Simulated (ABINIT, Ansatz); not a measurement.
# Calculated records

### A GW chain in ABINIT: Rb2H6Pt (Fm-3m)

Symmetry: Fm-3m, No. 225, cubic system. The conventional cell has a = 8.522 Å, b = 8.522 Å, c = 8.522 Å, α = 90.00°, β = 90.00°, γ = 90.00°. Rb has 12 H at 3.05 Å nearest. Nearest to H lie 1 Pt at 1.64 Å and 4 H at 2.32 Å and 4 Rb at 3.05 Å. Nearest to Pt lie 6 H at 1.64 Å. Farther neighbours, and contacts between anions beyond the nearest, are not listed.

```yaml
method: RPA screening on LDA, plane waves, norm-conserving pseudopotentials (and 2 further levels or steps)
program: ABINIT 10.8.3
settings: cutoff 34 Ha, PseudoDojo scalar-relativistic 0.4.1 standard, norm-conserving, ngkpt (2, 2, 2), nband 96, ecuteps 3.6 Ha, inclvkb 2, shiftk (0, 0, 0), symchi 1, awtr 1, frequency ppm, 2×2×2 k-mesh
cost: 4 runs, 1.8 min in all on 4 MPI ranks of Arm Neoverse V1, shared host
notes: The program’s warnings: nproc spkpt=  >= nkpt= * nsppol=. The cell and positions are those that the Materials Project relaxed with its own functionals (PBE, PBE+U or r2SCAN), kept fixed. Limits: no spin polarisation; d states lean on the start; no spin-orbit coupling. The 2×2×2 mesh is coarse for this cell, which bears on the long-range parts of exchange and screening. The runs have no spin polarisation. For a closed low-spin shell that is the natural state; where a d or f shell is open it is a constraint, and the gap is then not the crystal’s own.
lda_gap: 3.78 eV, direct
g0w0_gap_on_the_mesh: 6.06 eV
gw_settings: 2×2×2 mesh, 96 bands, screening to 98 eV, Godby-Needs plasmon pole
known_limits: short of the basis limit; no spin polarisation; d states lean on the start; no spin-orbit coupling; coarse k mesh
```

G0W0 moves the gap on the mesh from 3.78 eV to 6.06 eV (+2.27 eV), with Z of 0.83 and 0.86 at the edges. Local fields lower the RPA ε∞ on this mesh from 3.61 to 2.81; a Γ-centred mesh this coarse tends to raise both, most where the direct gap is narrow, while a short band sum lowers them.

[Long decimals in the printed logs are rounded to 6 places.]

[Logs are printed without paths, hosts, clocks, repeated set-up lines and the standing remarks that a program may print on its own settings, such as how far it seeks lower states.]

[Paths, hosts, dates, memory and timing lines, banners, echoed tables and standing remarks are left out of the program output; an Ansatz launch command may be rebuilt from the run's recorded settings. Measured values are a selection of at most five: reports struck by readers or far from the other reports are left out. None is set beside runs whose start may be inverted or whose files or cutoffs have a known fault.]

[Runs of the session that timed out or met a known fault of the program may be left out.]

[Hosts, paths, dates, database ids (printed as entryN), source tags and the programs' standing remarks are cut or masked in the printed files.]

[G0W0 gaps are taken among the corrected bands and points alone; a level outside them can change the order at an edge.]

[Where Ansatz stands beside ABINIT at settings called matched, ABINIT's density can come from a denser mesh and the files from another edition; pairs whose starting gaps differed by over 0.03 eV were left out, so agreement reads better than it is.]
